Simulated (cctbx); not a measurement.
# Occupancies in K2AlCuS3

Cell a = 7.9240 Å, b = 12.9640 Å, c = 10.2380 Å, α = 90.00°, β = 129.11°, γ = 90.00°; space group P2_1/c (no. 14); nominal formula K2AlCuS3.

Simulated single-crystal data (cctbx): Ag Kα, λ = 0.56087 Å, to d = 0.84 Å, 95 % of the full sphere, strongest reflection 5000 counts, noise from counting, a 6 % proportional error and a noise floor of 15 counts (s.d.); no absorption.

With every site full:

```text
Rint 0.090, 1445 unique reflections to 0.84 A
cycle     R1     wR2    GooF  max shift (A)
   1  0.0777  0.1633   1.923   0.00592
   2  0.0510  0.1120   1.319   0.00000
final R1 0.0510 wR2 0.1120 GooF 1.319  parameters 63  data/parameter 22.9
atom        x        y        z      Ueq    occ   su(xyz)  su(Uiso or U11)
Cu1    0.85722  0.19113  0.58285   0.0180  1.000  0.00016  0.0005
K2     0.31374  0.39924  0.10525   0.0168  1.000  0.00028  0.0009
K3     0.63459  0.88678  0.97929   0.0094  1.000  0.00025  0.0008
S1     0.13583  0.93865  0.74045   0.0195  1.000  0.00035  0.0011
S2     0.66638  0.80393  0.69105   0.0165  1.000  0.00032  0.0010
S3     0.82504  0.09928  0.86572   0.0154  1.000  0.00032  0.0010
Al1    0.94158  0.93552  0.83743   0.0266  1.000  0.00049  0.0015
difference map: max 2.01 min -1.29 rms 0.31
Q1    0.3675  0.0842  0.9968    4    2.07  0.45 A from K3
Q2    0.4175  0.1378  0.0450    4    1.80  0.45 A from K3
Q3    0.3804  0.0883  0.0657    4    1.75  0.51 A from K3
Q4    0.4602  0.5296  0.7266    4    1.07  1.77 A from K2
Q5    0.3388  0.1365  0.5767    4    1.05  0.64 A from K2
Q6    0.2819  0.6368  0.8379    4    1.03  1.75 A from S3
```

With the occupancies of the suspect sites free, each still typed as its main element:

```text
Rint 0.090, 1445 unique reflections to 0.84 A
cycle     R1     wR2    GooF  max shift (A)
   1  0.0795  0.1668   1.965   0.00303
   4  0.0362  0.0773   0.911   0.00010
final R1 0.0362 wR2 0.0773 GooF 0.911  parameters 65  data/parameter 22.2
atom        x        y        z      Ueq    occ   su(xyz)  su(Uiso or U11)
Cu1    0.85718  0.19114  0.58277   0.0133  0.908  0.00011  0.0004
K2     0.31395  0.39905  0.10543   0.0185  1.000  0.00019  0.0006
K3     0.63452  0.88678  0.97930   0.0196  1.146  0.00017  0.0006
S1     0.13573  0.93849  0.74028   0.0209  1.000  0.00024  0.0008
S2     0.66641  0.80400  0.69116   0.0183  1.000  0.00022  0.0007
S3     0.82515  0.09932  0.86569   0.0168  1.000  0.00022  0.0007
Al1    0.94098  0.93541  0.83723   0.0286  1.000  0.00034  0.0011
su of occupancy Cu1: 0.004
su of occupancy K3: 0.007
difference map: max 1.07 min -1.11 rms 0.26
Q1    0.3994  0.7085  0.9147    4    1.10  2.06 A from Cu1
Q2    0.1838  0.6011  0.4581    4    1.05  1.57 A from Al1
Q3    0.4749  0.5288  0.7345    4    1.00  1.70 A from K2
Q4    0.3781  0.6544  0.4649    4    0.91  2.01 A from K3
Q5    0.2492  0.0872  0.1165    4    0.90  1.75 A from K3
Q6    0.2984  0.7197  0.4414    4    0.89  1.59 A from Cu1
```

**Question.** What is the disorder?

X-rays count electrons. Cu1 refines to 0.908(0.004), or 26.3 electrons; the site truly holds 0.8 Cu and 0.2 K, 27.0 electrons, which is 0.931 of Cu; K3 refines to 1.146(0.007), or 21.8 electrons; the site truly holds 0.8 K and 0.2 Cu, 21.0 electrons, which is 1.105 of K. A value under 1 can't tell vacancies from a lighter guest, and one over 1 needs a heavier guest; chemistry or a second radiation must settle which. Occupancy correlates with U and the scale, and the two elements' form factors differ in shape, so the match is approximate.

Freeing them takes R1 from 0.0510 to 0.0362 and GooF from 1.32 to 0.91.

The model is made up (kin elements in a known structure type, no relaxation), so it says nothing on whether the phase exists.

[Middle refinement cycles are left out of these outputs.]

[Logs are printed without paths, hosts, clocks, repeated set-up lines and the standing remarks that a program may print on its own settings, such as how far it seeks lower states.]
